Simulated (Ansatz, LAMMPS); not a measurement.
## Forces and charges in Li+ triflate in gamma-butyrolactone and sulfolane and fluoroethylene carbonate at 290 K (233 atoms)

Wanted: forces, charges and levels of Li+ triflate in gamma-butyrolactone and sulfolane and fluoroethylene carbonate at 290 K (233 atoms).

Method: Kohn-Sham DFT, LDA, PAW (set soft_2), plane waves, in Ansatz 0.2.0.

### Step 1. Set-up

The cell holds 233 atoms: 45 O, 9 S, 65 C, 101 H, 11 F and 2 Li. Cell: a = 13.654 Å, b = 13.654 Å, c = 13.654 Å, α = 90.0°, β = 90.0°, γ = 90.0°. 5 gamma-butyrolactone, 7 sulfolane, 5 fluoroethylene carbonate, 2 Li+, 2 triflate placed at random, at 1.38 g/cm³; overlaps pushed apart, then 10 ps at 550 K with Joung-Cheatham ions (J. Phys. Chem. B 112, 9020 (2008)); MMFF94 bonds, angles, torsions, charges and radii (Halgren, J. Comput. Chem. 17, 490 (1996)) in harmonic and 12-6 forms; charges of ions scaled by 0.8. Snapshot after 30 ps at 290 K and fixed volume.

Limits known from the start: The network of contacts between molecules at the start is that of the classical potential that made the cell, and needn't be the one that DFT or experiment would give. The functional has no dispersion term, which matters for the binding between molecules or layers, where LDA binds through overlap of densities alone. The density was typed from a rule of thumb and may lie off the real one at this temperature. Only the Γ point is sampled, in a cell whose shortest periodic width is 14 Å.

### Step 2. The classical run that made the cell

A classical potential supplies the starting structure, since it reaches far longer times than DFT.

This step: classical MD, Joung-Cheatham ions (J. Phys. Chem. B 112, 9020 (2008)); MMFF94 bonds, angles, torsions, charges and radii (Halgren, J. Comput. Chem. 17, 490 (1996)) in harmonic and 12-6 forms; charges of ions scaled by 0.8 (LAMMPS 22 Jul 2025 - Update 4).

File in.lmp:

```
# Li+ triflate in gamma-butyrolactone and sulfolane and fluoroethylene carbonate
units real
atom_style full
boundary p p p
bond_style harmonic
angle_style harmonic
dihedral_style opls
improper_style harmonic
special_bonds lj 0 0 0.5 coul 0 0 0.75
read_data data.lmp
neigh_modify delay 0 every 1 check yes one 4000
comm_modify cutoff 12.0
timestep 0.5
thermo_style custom step time temp pe press density
thermo_modify norm yes
# push overlapping molecules apart
pair_style soft 2.6
pair_coeff * * 0.0
variable a equal ramp(1,60)
fix ad all adapt 1 pair soft a * * v_a
velocity all create 550 48921 mom yes dist gaussian
fix lim all nve/limit 0.03
fix lan all langevin 550 550 50 48922 zero yes
thermo 1000
run 3000 post no
unfix ad
pair_style lj/cut/coul/long 9.0
pair_modify mix arithmetic tail yes
pair_coeff 1 1 0.0763 3.0960   # O
pair_coeff 2 2 0.2681 3.4180   # S
pair_coeff 3 3 0.0678 3.3680   # C
pair_coeff 4 4 0.0216 2.5400   # H
pair_coeff 5 5 0.0763 2.9870   # O
pair_coeff 6 6 0.0678 3.4070   # C
# [... 21 lines left out ...]
compute msd all msd com yes
thermo 7500
fix md all nvt temp 290 290 100
run 30000 post no
print "== T290: mean square displacement over the hold $(c_msd[4]:%.2f) A^2"
unfix md
uncompute msd
write_dump all custom T290.dump id type xs ys zs modify sort id
```

The run is started by

```bash
$ lmp -in in.lmp -log none -nocite
```

Numbers of over 12 decimals in the logs are rounded to 6 here.

The program printed:

```text
LAMMPS (22 Jul 2025 - Update 4)
Reading data file ...
  orthogonal box = (0 0 0) to (13.65385 13.65385 13.65385)
  233 atoms
  orthogonal box = (0 0 0) to (13.65385 13.65385 13.65385)
  229 bonds
  429 angles
  540 dihedrals
  10 impropers
   Step          Time           Temp          PotEng         Press         Density
         0   0              550            0.49282232    -457.86667      1.3789994
      1000   500            512.32835      1.8548551      17224.922      1.3789994
      2000   1000           481.71096      1.7352051      18278.022      1.3789994
      3000   1500           527.61034      1.7209153      21519.751      1.3789994
Loop time of 0.581812 s on 1 MPI rank(s) for 3000 steps with 233 atoms
PPPM initialization ...
WARNING: System is not charge neutral, net charge = -0.00016
  G vector (1/distance) = 0.29496982
  grid = 8 8 8
  estimated relative force accuracy = 4.0307138e-05
   Step          Time           Temp          PotEng         Press         Density
      3000   1500           527.61034      0.60142152     3390.5506      1.3789994
      3100   1550           527.61034     -1.5962626      8318.6254      1.3789994
      3200   1600           527.61034     -1.7797594      7163.8246      1.3789994
      3300   1650           527.61034     -1.8504288      6066.873       1.3789994
[... 3 lines left out ...]
  Energy initial, next-to-last, final =
     0.601421520843074  -1.85013899387031  -1.85042878808212
  Force two-norm initial, final = 689.23921 15.361213
  Iterations, force evaluations = 300 597
   Step          Time           Temp          PotEng         Press         Density
         0   0              550           -1.8504288      6344.9322      1.3789994
      1000   500            524.32381     -0.49074587     4788.1055      1.3789994
      2000   1000           495.2058      -0.37627437     3448.7743      1.3789994
Loop time of 1.91649 s on 1 MPI rank(s) for 2000 steps with 233 atoms
   Step          Time           Temp          PotEng         Press         Density
      2000   1000           495.2058      -0.37627437     3448.7743      1.3789994
[... 5 lines left out ...]
Loop time of 9.87888 s on 1 MPI rank(s) for 10000 steps with 233 atoms
   Step          Time           Temp          PotEng         Press         Density
[... 4 lines left out ...]
Loop time of 4.90586 s on 1 MPI rank(s) for 5000 steps with 233 atoms
   Step          Time           Temp          PotEng         Press         Density
[... 2 lines left out ...]
     30000   29000          322.41513     -1.1208914     -6365.9417      1.3789994
     37500   36500          309.21076     -1.1885011      9797.1801      1.3789994
     45000   44000          268.41473     -1.1556152      4096.2627      1.3789994
     47000   46000          303.96948     -1.068998       6860.8019      1.3789994
Loop time of 29.0838 s on 1 MPI rank(s) for 30000 steps with 233 atoms
== T290: mean square displacement over the hold 3.26 A^2
```

Wall time 47 s (1 thread of Arm Neoverse V1, shared host); peak memory 0.12 GiB.

The input also reads data.lmp (atoms, bonds and types; not printed here).

### Step 3. Plane-wave single point

The electrons are solved once, with the atoms held.

File input.yaml:

```yaml
crystal:
  lattice:
    - [13.65385, 0.0, 0.0]
    - [0.0, 13.65385, 0.0]
    - [0.0, 0.0, 13.65385]
  atoms:
    - { symbol: O, position: [0.96236, 0.49984, 0.97571] }
    - { symbol: S, position: [0.02964, 0.55211, 0.03503] }
    - { symbol: O, position: [0.13029, 0.52425, 0.03726] }
    - { symbol: C, position: [0.01947, 0.68176, 0.02221] }
    - { symbol: C, position: [0.01249, 0.72054, 0.1232] }
    - { symbol: C, position: [0.94018, 0.6508, 0.17204] }
    - { symbol: C, position: [0.9841, 0.55368, 0.15714] }
    - { symbol: H, position: [0.0816, 0.71212, 0.98751] }
    - { symbol: H, position: [0.9526, 0.6947, 0.9844] }
    - { symbol: H, position: [0.08261, 0.70894, 0.1589] }
    - { symbol: H, position: [0.98512, 0.79421, 0.12944] }
    - { symbol: H, position: [0.92352, 0.66356, 0.24512] }
    - { symbol: H, position: [0.87353, 0.66199, 0.13332] }
    - { symbol: H, position: [0.04553, 0.54363, 0.21088] }
    - { symbol: H, position: [0.92723, 0.49889, 0.16699] }
    - { symbol: O, position: [0.84002, 0.19254, 0.8361] }
    - { symbol: S, position: [0.81001, 0.12143, 0.76258] }
    - { symbol: O, position: [0.88234, 0.05947, 0.72027] }
    - { symbol: C, position: [0.71506, 0.04439, 0.81379] }
    - { symbol: C, position: [0.62685, 0.05615, 0.74872] }
    - { symbol: C, position: [0.63543, 0.15905, 0.71192] }
    - { symbol: C, position: [0.74101, 0.17867, 0.67161] }
    - { symbol: H, position: [0.74145, 0.96712, 0.81641] }
    - { symbol: H, position: [0.68689, 0.07379, 0.88774] }
    - { symbol: H, position: [0.6242, 0.00658, 0.68602] }
    - { symbol: H, position: [0.55867, 0.05358, 0.79579] }
    - { symbol: H, position: [0.57832, 0.17717, 0.6542] }
    - { symbol: H, position: [0.62505, 0.21074, 0.77306] }
    - { symbol: H, position: [0.74688, 0.15125, 0.59616] }
    - { symbol: H, position: [0.76638, 0.25516, 0.6705] }
    - { symbol: O, position: [0.55159, 0.66668, 0.33558] }
    - { symbol: S, position: [0.60876, 0.59966, 0.2789] }
    [... 195 atom lines left out ...]
    - { symbol: C, position: [0.17676, 0.62128, 0.40568] }
    - { symbol: F, position: [0.18483, 0.61, 0.31068] }
    - { symbol: F, position: [0.13922, 0.70586, 0.43232] }
    - { symbol: F, position: [0.10322, 0.55582, 0.43293] }
    - { symbol: Li, position: [0.47775, 0.73217, 0.42498] }
    - { symbol: Li, position: [0.99504, 0.068, 0.6227] }
kpoints:
  mp_grid: { grid: [1, 1, 1] }
hamiltonian:
  xc: lda
scf:
  occupations: { method: fermi_dirac, width: 0.05 }
output:
  forces: true
  stress: true
  populations: true
  dos:
    method: { smearing: { sigma: 0.08 } }
    de: 0.1
    projected: { site_lists: { C: [C], F: [F], H: [H], Li: [Li], O: [O] } }
  eigenvalues: true
  write_density: true
  write_potential: true
  volumetric_format: npy
```

The run is started by

```bash
$ ansatz run input.yaml --threads 8 --pin off --max-ram 15872MiB --backend cpu --events-out ev --progress --plain --runs-dir out
```

The program printed:

```text
Engine: ansatz 0.2.0, aarch64-unknown-linux-gnu
Pseudopotentials: kind: paw
Pseudopotential: O, paw, valence charge 6, recommended cutoff 420 eV (normal), O.paw.azcp
Pseudopotential: S, paw, valence charge 6, recommended cutoff 420 eV (normal), S.paw.azcp
Pseudopotential: C, paw, valence charge 4, recommended cutoff 420 eV (normal), C.paw.azcp
Pseudopotential: H, paw, valence charge 1, recommended cutoff 420 eV (normal), H.paw.azcp
Pseudopotential: F, paw, valence charge 7, recommended cutoff 420 eV (normal), F.paw.azcp
Pseudopotential: Li, paw, valence charge 3, recommended cutoff 420 eV (normal), Li.paw.azcp
Functional definition: SPW92
  exchange = slater_x
  correlation = pw_c
Crystal: 233 atoms, lattice volume = 2545.455 Å³
Basis set: ecut = 420 eV, 49557 PW (Γ)
Bands: 617, of which v1, the nominal top of the filled ones, is band 384 counted from 1 (383 counted from 0)
Symmetry: 1 space group operations
Space group: P1 (ITA 1), of the structure as read, at distance tolerance 1.4e-4 Å
k-points: 1
Non-local potential: O, projectors of the file, l = 0: 2, l = 1: 2, l = 2: 1
Non-local potential: S, projectors of the file, l = 0: 2, l = 1: 2, l = 2: 2
Non-local potential: C, projectors of the file, l = 0: 2, l = 1: 2, l = 2: 1
Non-local potential: H, projectors of the file, l = 0: 2, l = 1: 1
Non-local potential: F, projectors of the file, l = 0: 2, l = 1: 2, l = 2: 1
Non-local potential: Li, projectors of the file, l = 0: 3, l = 1: 2, l = 2: 1
PAW form: soft (Blöchl's): semilocal exchange-correlation on the pseudo side does not see the compensation charge
PAW frozen core: O, regenerated for the run's functional, and the local potential with it (the file was generated under x = pbe(κ = 0.804, μ = 0.219515), c = pbe(β = 0.066725))
PAW frozen core: S, regenerated for the run's functional, and the local potential with it (the file was generated under x = pbe(κ = 0.804, μ = 0.219515), c = pbe(β = 0.066725))
PAW frozen core: C, regenerated for the run's functional, and the local potential with it (the file was generated under x = pbe(κ = 0.804, μ = 0.219515), c = pbe(β = 0.066725))
PAW frozen core: F, regenerated for the run's functional, and the local potential with it (the file was generated under x = pbe(κ = 0.804, μ = 0.219515), c = pbe(β = 0.066725))
PAW one-centre angular grid: O, 110 points (default); XC on 64 Gauss nodes
PAW one-centre angular grid: S, 110 points (default); XC on 64 Gauss nodes
PAW one-centre angular grid: C, 110 points (default); XC on 64 Gauss nodes
PAW one-centre angular grid: H, 110 points (default); XC on 64 Gauss nodes
PAW one-centre angular grid: F, 110 points (default); XC on 64 Gauss nodes
PAW one-centre angular grid: Li, 110 points (default); XC on 64 Gauss nodes
Initial density: superposition of atomic densities (neutral atoms: chi_scale 0, normalization atom), corrected by the library's trained network
Initial wavefunctions: pseudopotential atomic-orbital guess
Functional: x = slater, c = lda
SCF iter   1: F=—  HF=-59285.913700 eV  |F-HF|=—  |Δ(HF+E_count)|=         —  Δρ=1.03e-2  dr2=2.31e0  ethr=1.77e-3  ⟨swp⟩=7.0  Hψ=2958  notcnv=0  defer=79
preconditioner: auto → Resta (q_TF=auto, 2.234 Å⁻¹)  ε∞=2.6  [insulator: Δε(μ)=3.869 eV  Ē_g=15.803 eV  σ=0.050 eV  W_gap=1.00  n_scr=460 (ndim 8)  ℏωp=19.9 eV  f_vac=0.252  D(μ)=0.00/eV (n_scr^D=0)  ε∞_Penn≈2.6]
SCF iter   2: F=—  HF=-59285.211749 eV  |F-HF|=—  |Δ(HF+E_count)|=   7.02e-1  Δρ=4.52e-3  dr2=4.77e-1  ethr=3.00e-4  ⟨swp⟩=2.0  Hψ=1063  notcnv=0  defer=225
SCF iter   3: F=—  HF=-59285.065438 eV  |F-HF|=—  |Δ(HF+E_count)|=   1.46e-1  Δρ=2.28e-3  dr2=1.39e-1  ethr=6.21e-5  ⟨swp⟩=2.0  Hψ=783  notcnv=0  defer=225
SCF iter   4: F=—  HF=-59285.028447 eV  |F-HF|=—  |Δ(HF+E_count)|=   3.70e-2  Δρ=7.53e-4  dr2=1.75e-2  ethr=1.81e-5  ⟨swp⟩=2.0  Hψ=773  notcnv=0  defer=225
SCF iter   5: F=—  HF=-59285.025560 eV  |F-HF|=—  |Δ(HF+E_count)|=   2.89e-3  Δρ=4.09e-4  dr2=4.69e-3  ethr=2.28e-6  ⟨swp⟩=2.0  Hψ=1067  notcnv=0  defer=222
SCF iter   6: F=—  HF=-59285.024892 eV  |F-HF|=—  |Δ(HF+E_count)|=   6.67e-4  Δρ=1.46e-4  dr2=7.01e-4  ethr=6.11e-7  ⟨swp⟩=2.0  Hψ=764  notcnv=0  defer=222
SCF iter   7: F=—  HF=-59285.024880 eV  |F-HF|=—  |Δ(HF+E_count)|=   1.26e-5  Δρ=5.96e-5  dr2=9.50e-5  ethr=9.12e-8  ⟨swp⟩=2.0  Hψ=740  notcnv=0  defer=222
SCF iter   8: F=—  HF=-59285.025336 eV  |F-HF|=—  |Δ(HF+E_count)|=   4.57e-4  Δρ=3.08e-5  dr2=2.24e-5  ethr=1.24e-8  ⟨swp⟩=2.0  Hψ=766  notcnv=0  defer=222
SCF iter   9: F=—  HF=-59285.025339 eV  |F-HF|=—  |Δ(HF+E_count)|=   2.45e-6  Δρ=1.06e-5  dr2=2.90e-6  ethr=2.91e-9  ⟨swp⟩=2.0  Hψ=764  notcnv=0  defer=222
SCF iter  10: F=—  HF=-59285.025340 eV  |F-HF|=—  |Δ(HF+E_count)|=   1.36e-6  Δρ=5.77e-6  dr2=7.83e-7  ethr=3.77e-10  ⟨swp⟩=2.0  Hψ=775  notcnv=0  defer=222
SCF iter  11: F=-59285.025340 eV  HF=-59285.025340 eV  |F-HF|=5.59e-8  |Δ(HF+E_count)|=   1.35e-7  Δρ=1.55e-6  dr2=7.06e-8  ethr=1.30e-11  ⟨swp⟩=18.0  Hψ=5563  notcnv=0
SCF 1 converged in 11 iterations: F = -59285.025340 eV  dr2 = 7.06e-8
  greatest PAW one-centre occupation: 1.000 electrons in one spin orbital (limit 2), on the Li atom at site 231 (counted from 0), in its partial waves of l = 0
SCF converged after 11 iterations
Free energy (F): -59285.025340 eV
Harris-Foulkes:  -59285.025340 eV  (|F-HF|=5.59e-8)
Internal energy: -59285.025340 eV  (E = F + TS)
E sigma→0 (E₀):  -59285.025340 eV
Fermi energy:    1.885165 eV
--- Per-component energies (eV) ---
  E_band       = -6509.509954
  E_kinetic    = 18535.639766
  E_local      = -67970.972467  (includes V_loc(G=0)·N_el)
  E_nonlocal   = 5277.204383
  E_hartree    = 25894.925614
  E_xc         = -8952.435636
  E_vxc        = -11083.819377  (∫ρ·V_xc dr)
  E_paw        = -19885.037093  (= ΣΔE_a)
  E_vpaw       = -3057.411184  (= ΣTr[D̂ρ^β])
  E_aug_tail   = 0.002946  (compensation charges beyond the density's cutoff)
  E_ewald      = -12195.422980
  E_core_change = 11.070126  (= ΣΔE_core)
  E_smearing   = -0.000000  (= −TS)
  E_closure    = 0.000000  (closes the sum)
  Σ components = -59285.025340   (vs F -59285.025340, Δ=0.00e0)
--- Forces (eV/Å), atoms counted from 1 ---
  atom   1  O     -1.11948081    -0.82727857    -1.35522823
  atom   2  S      0.02699402     1.26793654     1.85639721
  atom   3  O      1.33474328    -0.44210846    -0.30949325
  atom   4  C      0.04270961    -0.28428798     0.48913432
  atom   5  C     -0.67261356    -1.11535535     1.14726777
  atom   6  C      1.28370451     0.76975915    -1.67460847
  atom   7  C      0.14067550    -0.79700408     0.92886386
  atom   8  H      1.05499706     0.27338496    -1.24619982
  atom   9  H     -0.98175415     0.35175307    -0.92030431
  atom  10  H      0.63533236     0.48519926     0.39575307
  atom  11  H      0.15563082     0.85023083    -0.23007247
  atom  12  H     -0.20813935     0.57138313     2.34272749
  atom  13  H     -1.43131927    -0.21220622    -0.69507823
  atom  14  H     -0.33780617    -0.18267803    -0.54408677
[...]
atom 232  Li    -0.24607021     0.04763776     0.12172217
  atom 233  Li    -0.00985101     0.11899269    -0.12811028
  max |Σ_I F_I| component: 3.11e-4 eV/Å
--- Stress (GPa, compression-positive) ---
        0.843423      -0.858064       0.279099
       -0.858064       1.159162       0.200794
        0.279099       0.200794       0.323234
  P = ⅓ Tr σ = 0.7753 GPa (7.753 kbar)
--- Band table (eV) ---
  k-point 0: bands = ["-42.3903", "-41.4920", "-28.1088", "-27.5448", [... 601 levels ...], "11.1579", "11.1825", "11.2002", "11.2338", "11.2527", "11.2721", "11.3054", "11.3419", "11.3552", "11.3785", "11.4036", "11.4255"]
--- Löwdin populations: 233 sites ---
  site symbol       q [e]
     0      O      6.7402
     1      S      3.8635
     2      O      6.7534
[...]
232     Li      2.2887
  spilling = 0.014607 (of n_electrons = 768.000000)
```

The job ended after 55 s (8 threads of Arm Neoverse V1, shared host; peak memory 3.9 GiB).

Reading the cycles: dr2 is the Hartree energy of the density residual (eV), the measure of convergence; HF is the Harris–Foulkes estimate of the energy, which meets the free energy F at convergence.

The run gave:

```yaml
free_energy: -59285.0253 eV
free_energy_per_atom: -254.4422 eV/atom
scf_cycles: 11
pressure: 0.7753 GPa
r_m_s_force_component: 0.9995 eV/Å
longest_force: 4.674 eV/Å
fermi_energy: 1.885 eV
spacing_of_highest_filled_and_lowest_empty_level: 3.761 eV
spilling_of_the_projection: 0.01461
```

Neighbours are counted within 1.34 Å (H-C), 1.85 Å (C-C), 1.73 Å (C-O), 1.62 Å (C-F), 2.21 Å (C-S), 1.88 Å (O-S), 2.52 Å (O-Li).

Length of the force by element and coordination:

| element | coordination | atoms | mean length of the force (eV/Å) | spread | least | most |
| --- | --- | --- | --- | --- | --- | --- |
| C | all | 65 | 2.02 | 0.847 | 0.373 | 4.67 |
| C | 3 | 10 | 2.70 | 0.815 | 1.55 | 4.06 |
| C | 4 | 55 | 1.90 | 0.793 | 0.373 | 4.67 |
| F | all | 11 | 1.01 | 0.628 | 0.259 | 2.19 |
| H | all | 101 | 1.06 | 0.601 | 0.297 | 3.42 |
| Li | all | 2 | 0.227 | 0.0518 | 0.175 | 0.279 |
| Li | 4 | 1 | 0.279 | 0 | 0.279 | 0.279 |
| Li | 5 | 1 | 0.175 | 0 | 0.175 | 0.175 |
| O | all | 45 | 1.71 | 0.809 | 0.572 | 3.40 |
| O | 1 | 21 | 1.58 | 0.695 | 0.816 | 3.40 |
| O | 2 | 24 | 1.82 | 0.882 | 0.572 | 3.40 |
| S | all | 9 | 2.42 | 0.828 | 1.05 | 3.59 |

Löwdin charges by element and coordination (they lack the spilled electrons, 0.048 e an atom on average):

| element | coordination | atoms | mean charge (e) | spread | least | most |
| --- | --- | --- | --- | --- | --- | --- |
| C | all | 65 | -0.0886 | 0.403 | -0.508 | 0.706 |
| C | 3 | 10 | 0.622 | 0.0676 | 0.543 | 0.706 |
| C | 4 | 55 | -0.218 | 0.287 | -0.508 | 0.643 |
| F | all | 11 | -0.232 | 0.0305 | -0.263 | -0.190 |
| H | all | 101 | 0.213 | 0.0199 | 0.169 | 0.256 |
| Li | all | 2 | 0.718 | 0.0062 | 0.711 | 0.724 |
| Li | 4 | 1 | 0.724 | 0 | 0.724 | 0.724 |
| Li | 5 | 1 | 0.711 | 0 | 0.711 | 0.711 |
| O | all | 45 | -0.508 | 0.232 | -0.795 | -0.223 |
| O | 1 | 21 | -0.635 | 0.175 | -0.795 | -0.347 |
| O | 2 | 24 | -0.396 | 0.218 | -0.795 | -0.223 |
| S | all | 9 | 2.15 | 0.0756 | 2.09 | 2.29 |

States in the cell by windows of 1 eV, zero at the Fermi level; the larger projections on atomic orbitals stand beside the total:

| from (eV) | to (eV) | total | C p | O p | H s | F p | C s |
| --- | --- | --- | --- | --- | --- | --- | --- |
| -14 | -13 | 24.9 | 5.2 | 4.2 | 3.0 | 0.6 | 7.2 |
| -13 | -12 | 9.8 | 2.8 | 2.4 | 0.1 | 2.0 | 0.5 |
| -12 | -11 | 26.3 | 8.0 | 4.3 | 2.8 | 5.0 | 3.9 |
| -11 | -10 | 44.9 | 14.4 | 6.3 | 6.6 | 5.3 | 5.9 |
| -10 | -9 | 36.6 | 14.8 | 8.2 | 4.8 | 2.2 | 1.8 |
| -9 | -8 | 52.4 | 19.3 | 12.5 | 6.7 | 5.7 | 1.4 |
| -8 | -7 | 80.2 | 21.8 | 26.0 | 8.5 | 11.0 | 1.5 |
| -7 | -6 | 69.6 | 22.0 | 20.3 | 7.7 | 12.9 | 0.9 |
| -6 | -5 | 68.0 | 30.3 | 17.0 | 10.3 | 7.6 | 0.7 |
| -5 | -4 | 84.5 | 26.4 | 39.7 | 11.3 | 3.6 | 0.7 |
| -4 | -3 | 68.8 | 10.9 | 47.1 | 7.0 | 1.1 | 0.5 |
| -3 | -2 | 23.2 | 4.9 | 16.2 | 1.1 | 0.1 | 0.3 |
| -2 | -1 | 2.0 | 0.0 | 2.0 | 0.0 | 0.0 | 0.0 |
| -1 | 1 | 0.0 | 0.0 | 0.0 | 0.0 | 0.0 | 0.0 |
| 1 | 2 | 3.8 | 2.0 | 1.4 | 0.2 | 0.0 | 0.0 |
| 2 | 3 | 22.4 | 8.8 | 6.0 | 3.2 | 0.1 | 1.2 |
| 3 | 4 | 43.1 | 7.6 | 3.4 | 10.0 | 0.5 | 3.8 |
| 4 | 5 | 60.1 | 12.6 | 4.3 | 11.3 | 1.0 | 3.9 |

The curve was stored every 0.100 eV, coarse against its broadening of 0.08 eV, so these counts are rough.

Between -26 and -14 eV lie 150 more states.

About 27 of the 768 electrons lie in deeper levels, below the stored range.

Not all projections were asked for or kept, so they needn't add up to the total.

The levels nearest the highest filled one (over half full), pooled over k-points and spins:

| level less the highest filled one (eV) | occupation |
| --- | --- |
| -0.901 | 2 |
| -0.763 | 2 |
| -0.611 | 2 |
| -0.592 | 2 |
| -0.525 | 2 |
| 0 | 2 |
| 3.76 | 0 |
| 3.76 | 0 |
| 3.93 | 0 |
| 3.95 | 0 |
| 4.00 | 0 |
| 4.03 | 0 |

[end of part 1 of 2]

[Logs are printed without paths, hosts, clocks, repeated set-up lines and the standing remarks that a program may print on its own settings, such as how far it seeks lower states.]

[Hosts, paths, dates, database ids (printed as entryN), source tags and the programs' standing remarks are cut or masked in the printed files.]

[The MMFF94 radii named for the starting cell were scaled by 0.96; in molecules described by MMFF94, hydrogen bound to N, O or S took a small fixed 12-6 site in their place.]
